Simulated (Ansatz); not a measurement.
## How SiC (Moissanite 3C, F-43m) expands on warming

Wanted: α(T), C_P(T) and B(T) of SiC (Moissanite 3C) in the quasi-harmonic approximation.

Method: DFT RPBE, scalar-relativistic, plane waves, PAW, in Ansatz 0.2.0.

**1. The structure**

The structure is cubic, space group F-43m (No. 216). The conventional cell has a = 4.358 Å, b = 4.358 Å, c = 4.358 Å, α = 90.00°, β = 90.00°, γ = 90.00°. Nearest to Si lie 4 C at 1.89 Å. Nearest to C lie 4 Si at 1.89 Å. Farther neighbours are not listed.

**2. A first coarse run**

A cheap single point shows whether the cell is a metal or an insulator and how far it is from rest; that sets the k-mesh and the occupations of what follows.

File input.yaml:

```yaml
crystal:
  lattice:
    - [0.0, 2.179, 2.179]
    - [2.179, 0.0, 2.179]
    - [2.179, 2.179, 0.0]
  atoms:
    - { symbol: Si, position: [0.0, 0.0, 0.0] }
    - { symbol: C, position: [0.25, 0.25, 0.25] }
kpoints:
  mp_grid: { grid: [8, 8, 8] }
hamiltonian:
  xc: rpbe
scf:
  occupations: { method: gaussian, width: 0.1 }
output:
  forces: true
  stress: true
  eigenvalues: true
```

Started as:

```sh
$ ansatz run input.yaml --threads 4 --pin off --max-ram 8192MiB --backend cpu --events-out ev --progress --plain --runs-dir out
```

Numbers of over 12 decimals in the logs are rounded to 6 here.

The log of the run:

```text
Engine: ansatz 0.2.0, aarch64-unknown-linux-gnu
Pseudopotentials: kind: paw
Pseudopotential: Si, paw, valence charge 4, recommended cutoff 420 eV (normal), Si.paw.azcp
Pseudopotential: C, paw, valence charge 4, recommended cutoff 420 eV (normal), C.paw.azcp
Functional definition: RPBE
  parameter kappa = 0.804
  parameter beta = 0.066725
  exchange = rpbe_x(kappa = kappa, mu = beta*pi^2/3)
  correlation = pbe_c(beta = beta)
Crystal: 2 atoms, lattice volume = 20.692 Å³
Basis set: ecut = 420 eV, 411 PW (Γ), exchange–correlation on 48×48×48 points (8 copies of the dense FFT grid, shifted against one another)
Bands: 8, of which v1, the nominal top of the filled ones, is band 4 counted from 1 (3 counted from 0)
Symmetry: 24 space group operations
Space group: F-43m (ITA 216), of the structure as read, at distance tolerance 2.7e-5 Å
k-points: 29 of 512 (time reversal used)
Non-local potential: Si, projectors of the file, l = 0: 2, l = 1: 2, l = 2: 2
Non-local potential: C, projectors of the file, l = 0: 2, l = 1: 2, l = 2: 1
PAW form: soft (Blöchl's): semilocal exchange-correlation on the pseudo side does not see the compensation charge
PAW frozen core: Si, regenerated for the run's functional, and the local potential with it (the file was generated under x = pbe(κ = 0.804, μ = 0.219515), c = pbe(β = 0.066725))
PAW frozen core: C, regenerated for the run's functional, and the local potential with it (the file was generated under x = pbe(κ = 0.804, μ = 0.219515), c = pbe(β = 0.066725))
PAW one-centre angular grid: Si, 110 points (default); XC on 64 Gauss nodes
PAW one-centre angular grid: C, 110 points (default); XC on 64 Gauss nodes
Initial density: superposition of atomic densities (neutral atoms: chi_scale 0, normalization atom), corrected by the library's trained network
Initial wavefunctions: pseudopotential atomic-orbital guess
Functional: x = rpbe, c = pbe(β = 0.066725)
SCF iter   1: F=—  HF=-891.469155 eV  |F-HF|=—  |Δ(HF+E_count)|=         —  Δρ=3.29e-3  dr2=1.31e-3  ethr=1.77e-3  ⟨swp⟩=5.3  Hψ=1866  notcnv=0
preconditioner: auto → none  [insulator: Δε(μ)=1.347 eV  Ē_g=14.101 eV  σ=0.100 eV  W_gap=1.00  n_scr=0 (ndim 8)  ℏωp=23.1 eV  f_vac=0.000  D(μ)=0.00/eV (n_scr^D=0)  ε∞_Penn≈3.7]
SCF iter   2: F=—  HF=-891.468935 eV  |F-HF|=—  |Δ(HF+E_count)|=   2.20e-4  Δρ=1.17e-3  dr2=1.71e-4  ethr=1.64e-5  ⟨swp⟩=1.9  Hψ=556  notcnv=0
SCF iter   3: F=—  HF=-891.468923 eV  |F-HF|=—  |Δ(HF+E_count)|=   1.20e-5  Δρ=5.37e-4  dr2=2.30e-5  ethr=2.14e-6  ⟨swp⟩=2.1  Hψ=351  notcnv=0
SCF iter   4: F=—  HF=-891.468932 eV  |F-HF|=—  |Δ(HF+E_count)|=   8.77e-6  Δρ=6.75e-5  dr2=4.39e-7  ethr=2.88e-7  ⟨swp⟩=2.7  Hψ=375  notcnv=0
iter 5 did not close the SCF: its close was put off for the readings that it lacked (scf_convergence_deferred on its scf_iter line)
SCF iter   5: F=-891.468933 eV  HF=-891.468933 eV  |F-HF|=4.08e-9  |Δ(HF+E_count)|=   7.20e-7  Δρ=9.77e-6  dr2=2.06e-8  ethr=5.48e-9  ⟨swp⟩=2.0  Hψ=344  notcnv=0
SCF iter   6: F=-891.468933 eV  HF=-891.468933 eV  |F-HF|=2.82e-10  |Δ(HF+E_count)|=   5.22e-9  Δρ=9.09e-7  dr2=9.23e-11  ethr=2.57e-10  ⟨swp⟩=2.2  Hψ=785  notcnv=0
SCF 1 converged in 6 iterations: F = -891.468933 eV  dr2 = 9.23e-11
  greatest PAW one-centre occupation: 0.649 electrons in one spin orbital (limit 2), on the C atom at site 1 (counted from 0), in its partial waves of l = 0
SCF converged after 6 iterations
Free energy (F): -891.468933 eV
Harris-Foulkes:  -891.468933 eV  (|F-HF|=2.82e-10)
Internal energy: -891.468933 eV  (E = F + TS)
E sigma→0 (E₀):  -891.468933 eV
Fermi energy:    10.267552 eV
--- Per-component energies (eV) ---
  E_band       = 29.431201
  E_kinetic    = 135.642322
  E_local      = -103.232767  (includes V_loc(G=0)·N_el)
  E_nonlocal   = 50.685432
  E_hartree    = 32.072947
  E_xc         = -105.678264
  E_vxc        = -109.325885  (∫ρ·V_xc dr)
  E_paw        = -616.136035  (= ΣΔE_a)
  E_vpaw       = -8.483732  (= ΣTr[D̂ρ^β])
  E_aug_tail   = 0.000011  (compensation charges beyond the density's cutoff)
  E_ewald      = -284.783780
  E_core_change = -0.038798  (= ΣΔE_core)
  E_smearing   = -0.000000  (= −TS)
  E_closure    = 0.000000  (closes the sum)
  Σ components = -891.468933   (vs F -891.468933, Δ=0.00e0)
--- Forces (eV/Å), atoms counted from 1 ---
  atom   1  Si     0.00000000     0.00000000    -0.00000000
  atom   2  C     -0.00000000     0.00000000     0.00000000
  max |Σ_I F_I| component: 1.11e-16 eV/Å
--- Stress (GPa, compression-positive) ---
        6.537639       0.000000      -0.000000
       -0.000000       6.537639       0.000000
       -0.000000       0.000000       6.537639
  P = ⅓ Tr σ = 6.5376 GPa (65.376 kbar)
--- Band table (eV; the first three rows and the last of 29) ---
  k-point 0: bands = ["-5.8519", "9.5828", "9.5828", "9.5828", "15.8016", "16.9335", "16.9335", "16.9335"]
  k-point 1: bands = ["-5.5475", "8.0942", "9.3822", "9.3822", "16.0668", "17.2853", "17.2853", "17.4536"]
  k-point 2: bands = ["-4.6582", "5.2830", "8.9772", "8.9772", "15.6030", "17.5295", "17.5295", "18.9784"]
  k-point 28: bands = ["-0.6386", "2.5755", "4.6011", "4.8995", "14.8153", "19.0511", "19.1075", "19.4167"]
```

It took 0.3 s on 4 threads of Arm Neoverse V2, shared host; peak memory 0.25 GiB; 0.77 s of CPU time.

Reading the cycles: dr2 is the Hartree energy of the density residual (eV), the measure of convergence; HF is the Harris–Foulkes estimate of the energy, which meets the free energy F at convergence.

Numbers from this step:

* pressure: 6.538 GPa
* gap on the k-mesh: 1.370 eV
* volume per atom: 10.35 Å³

The start is under 6.5 GPa at this level and looks like an insulator or semiconductor on this mesh.

**3. Finding the static equilibrium**

The vibrations must be taken about the equilibrium of this functional, not about the starting cell, so the structure is relaxed.

input.yaml, the sections that differ from step 2:

```yaml
kpoints:
  mp_grid: { grid: [10, 10, 10] }
scf:
  occupations: { method: gaussian, width: 0.02 }
relax:
  adjacent_minimum: "off"
  f_tol: 0.005
  max_steps: 80
  cell: { stress_tol: 0.05 }
# crystal, hamiltonian, output: as in step 2
```

The log of the run:

```text
[...]
Crystal: 2 atoms, lattice volume = 20.692 Å³
Basis set: ecut = 420 eV, 411 PW (Γ), exchange–correlation on 48×48×48 points (8 copies of the dense FFT grid, shifted against one another)
Bands: 8, of which v1, the nominal top of the filled ones, is band 4 counted from 1 (3 counted from 0)
Symmetry: 24 space group operations
[...]
k-points: 47 of 1000 (time reversal used)
[...]
SCF iter   1: F=—  HF=-891.470207 eV  |F-HF|=—  |Δ(HF+E_count)|=         —  Δρ=3.31e-3  dr2=1.34e-3  ethr=1.77e-3  ⟨swp⟩=6.1  Hψ=3125  notcnv=0
[...]
SCF iter   6: F=-891.470035 eV  HF=-891.470035 eV  |F-HF|=3.24e-10  |Δ(HF+E_count)|=   6.39e-9  Δρ=8.65e-7  dr2=6.36e-11  ethr=2.00e-10  ⟨swp⟩=2.0  Hψ=1279  notcnv=0
SCF 1 converged in 6 iterations: F = -891.470035 eV  dr2 = 6.36e-11
[...]
relax step   1: F+E_penalty+E_count = -891.47003492 eV  Δ(F+E_penalty+E_count) = +0.000e0 eV  max|allowed force component| = 3.886e-16 eV/Å  Δτ_max = 0.0000 Å  P = +6.537 GPa  Ω = 20.692 Å³  (6 SCF iters, dr2 threshold 1.00e-7 eV, accepted)
Crystal: 2 atoms, lattice volume = 21.016 Å³
[...]
iter 1 solved again at ethr=4.74e-5 eV; its pass at ethr=3.10e-3 eV (dr2=3.79e-3 eV) is discarded
[...]
SCF iter   5: F=-891.479175 eV  HF=-891.479175 eV  |F-HF|=2.08e-9  |Δ(HF+E_count)|=   3.07e-7  Δρ=2.58e-6  dr2=1.04e-9  ethr=2.50e-9  ⟨swp⟩=5.0  Hψ=1918  notcnv=0
SCF 2 converged in 5 iterations: F = -891.479175 eV  dr2 = 1.04e-9
[...]
relax step   2: F+E_penalty+E_count = -891.47917531 eV  Δ(F+E_penalty+E_count) = -9.140e-3 eV  max|allowed force component| = 1.203e-16 eV/Å  Δτ_max = 0.0000 Å  P = +3.008 GPa  Ω = 21.016 Å³  energy of the carried Pulay correction = -4.788e-4 eV  (5 SCF iters, dr2 threshold 2.00e-7 eV, accepted)
Crystal: 2 atoms, lattice volume = 21.301 Å³
[...]
SCF iter   4: F=-891.481511 eV  HF=-891.481510 eV  |F-HF|=2.00e-7  |Δ(HF+E_count)|=   2.33e-6  Δρ=3.32e-5  dr2=1.67e-7  ethr=2.50e-9  ⟨swp⟩=3.5  Hψ=1849  notcnv=0
SCF 3 converged in 4 iterations: F = -891.481511 eV  dr2 = 1.67e-7
[...]
relax step   3: F+E_penalty+E_count = -891.48151063 eV  Δ(F+E_penalty+E_count) = -2.335e-3 eV  max|allowed force component| = 1.573e-16 eV/Å  Δτ_max = 0.0000 Å  P = +0.118 GPa  Ω = 21.301 Å³  energy of the carried Pulay correction = -8.927e-4 eV  (4 SCF iters, dr2 threshold 2.00e-7 eV, accepted)
[...]
relax step   4: F+E_penalty+E_count = -891.48149815 eV  Δ(F+E_penalty+E_count) = +1.248e-5 eV  max|allowed force component| = 9.483e-17 eV/Å  Δτ_max = 0.0000 Å  P = +0.003 GPa  Ω = 21.313 Å³  energy of the carried Pulay correction = -9.097e-4 eV  (4 SCF iters, dr2 threshold 3.48e-8 eV, accepted)
[...]
relax step   5: F+E_penalty+E_count = -891.48256453 eV  Δ(F+E_penalty+E_count) = -1.066e-3 eV  max|allowed force component| = 1.203e-16 eV/Å  Δτ_max = 0.0000 Å  P = +0.088 GPa  Ω = 21.313 Å³  stress off target by 8.82e-2 GPa  SCF on the basis re-selected at this cell (its energy is not comparable with the rows above)  (5 SCF iters)
[...]
relax step   6: F+E_penalty+E_count = -891.48255380 eV  Δ(F+E_penalty+E_count) = +1.073e-5 eV  max|allowed force component| = 1.018e-16 eV/Å  Δτ_max = 0.0000 Å  P = +0.000 GPa  Ω = 21.322 Å³  energy of the carried Pulay correction = -1.323e-5 eV  (3 SCF iters, dr2 threshold 1.95e-8 eV, accepted)
[...]
SCF iter   5: F=-891.482554 eV  HF=-891.482554 eV  |F-HF|=7.96e-13  |Δ(HF+E_count)|=  5.34e-12  Δρ=1.24e-7  dr2=2.59e-12  ethr=1.00e-12  ⟨swp⟩=5.0  Hψ=1316  notcnv=0
SCF 7 converged in 5 iterations: F = -891.482554 eV  dr2 = 2.59e-12
relax step   7: F+E_penalty+E_count = -891.48255380 eV  Δ(F+E_penalty+E_count) = -1.268e-9 eV  max|allowed force component| = 1.203e-16 eV/Å  Δτ_max = 0.0000 Å  P = +0.000 GPa  Ω = 21.322 Å³  stress off target by 4.49e-4 GPa  SCF on the basis re-selected at this cell (its energy is not comparable with the rows above)  (5 SCF iters)
[...]
SCF converged after 5 iterations
Free energy (F): -891.482554 eV
[...]
Internal energy: -891.482554 eV  (E = F + TS)
E sigma→0 (E₀):  -891.482554 eV
Fermi energy:    9.907874 eV
[...]
--- Stress (GPa, compression-positive) ---
        0.000449      -0.000000      -0.000000
       -0.000000       0.000449      -0.000000
       -0.000000      -0.000000       0.000449
  P = ⅓ Tr σ = 0.0004 GPa (0.004 kbar)
--- Band table (eV; the first three rows and the last of 47) ---
[...]
--- Relaxed structure (5 steps of the walk, 5 accepted, 2 SCFs on fresh bases) ---
  F+E_penalty+E_count = -891.48255380 eV   max|allowed force component| = 1.203e-16 eV/Å   (the final SCF, on the basis selected at the relaxed cell)
  cell:  # Å, volume = 21.3218 Å³
    - [0, 2.200887, 2.200887]
    - [2.200887, 0, 2.200887]
    - [2.200887, 2.200887, 0]
  atoms:
    - { symbol: Si, position: [0, 0, 0] }
    - { symbol: C, position: [0.250000, 0.250000, 0.250000] }
```

Wall time 2.3 s (4 threads); peak memory 0.29 GiB; 7.6 s of CPU time.

Relaxation path:

```tsv
step	energy less that of the first step (eV)	largest force component (eV/Å)	pressure (GPa)	volume (Å³)
1	0.0000	0.0000	6.54	20.69
2	-0.0091	0.0000	3.01	21.02
3	-0.0115	0.0000	0.12	21.30
4	-0.0115	0.0000	0.00	21.31
5*	-0.0125	0.0000	0.09	21.31
6	-0.0125	0.0000	0.00	21.32
7*	-0.0125	0.0000	0.00	21.32
```

Relaxation steps marked * repeat the geometry before them on a plane-wave basis chosen anew for their cell, so energy and pressure can jump there.

The run keeps the 24 symmetry operations that it works with, so distortions that break them were not tested.

```tsv
conventional cell, symmetrised	before	after	change
a (Å)	4.358	4.402	+1.0 %
b (Å)	4.358	4.402	+1.0 %
c (Å)	4.358	4.402	+1.0 %
volume (Å³/atom)	10.35	10.66	+3.0 %
```

The relaxed structure:

```
Si C
1.0
     0.00000    2.20089    2.20089
     2.20089    0.00000    2.20089
     2.20089    2.20089    0.00000
Si C
1 1
Direct
  0.00000 0.00000 0.00000
  0.25000 0.25000 0.25000
```

Numbers from this step:

| Property | Result |
| --- | --- |
| pressure | 4.49e-4 GPa |
| gap on the k-mesh | 1.399 eV |
| volume per atom | 10.66 Å³ |

The relaxation ends with a pressure of 0.00 GPa.

**4. Relaxing to small residual forces and stress**

The relaxation is repeated with tighter thresholds on force and stress, since phonons are sensitive to what is left; a change of mesh or smearing in the input moves the cell too.

File input.yaml:

```yaml
crystal:
  lattice:
    - [0.0, 2.2008869856, 2.2008869856]
    - [2.2008869856, 0.0, 2.2008869856]
    - [2.2008869856, 2.2008869856, 0.0]
  atoms:
    - { symbol: Si, position: [0.0, 0.0, 0.0] }
    - { symbol: C, position: [0.25, 0.25, 0.25] }
kpoints:
  mp_grid: { grid: [12, 12, 12] }
hamiltonian:
  xc: rpbe
scf:
  occupations: { method: fixed }
output:
  forces: true
  stress: true
  eigenvalues: true
relax:
  adjacent_minimum: "off"
  f_tol: 0.001
  max_steps: 60
  cell: { stress_tol: 0.01 }
```

The log of the run:

```text
[...]
Crystal: 2 atoms, lattice volume = 21.322 Å³
Basis set: ecut = 420 eV, 411 PW (Γ), exchange–correlation on 48×48×48 points (8 copies of the dense FFT grid, shifted against one another)
Bands: 8, of which v1, the nominal top of the filled ones, is band 4 counted from 1 (3 counted from 0)
Symmetry: 24 space group operations
[...]
k-points: 72 of 1728 (time reversal used)
[...]
P = ⅓ Tr σ = -0.0019 GPa (-0.019 kbar)
--- Band table (eV; the first three rows and the last of 72) ---
[...]
--- Relaxed structure (1 steps of the walk, 1 accepted, 1 SCFs on fresh bases) ---
[...]
cell:  # Å, volume = 21.3218 Å³
    - [0.0, 2.2008869856, 2.2008869856]
    - [2.2008869856, 0.0, 2.2008869856]
    - [2.2008869856, 2.2008869856, 0.0]
  atoms:
    - { symbol: Si, position: [0.0, 0.0, 0.0] }
    - { symbol: C, position: [0.25, 0.25, 0.25] }
[key lines of the parts left out:]
SCF converged after 5 iterations
Free energy (F): -891.482683 eV
Fermi energy:    9.208348 eV
```

The job ended after 1 s (4 threads; peak memory 0.29 GiB; 3.4 s of CPU time).

Little changed from the start: no atom moved by 0.005 Å and no cell edge by 0.1 %.

Numbers from this step:

- pressure: -0.001851 GPa

The residual pressure is -0.0019 GPa, small enough for phonons.

(Part 1 of 2 ends here.)

[Logs are printed without paths, hosts, clocks, repeated set-up lines and the standing remarks that a program may print on its own settings, such as how far it seeks lower states.]

[Hosts, paths, dates, database ids (printed as entryN), source tags and the programs' standing remarks are cut or masked in the printed files.]

[A step with changed settings may run another functional than the one named; its input shows which.]
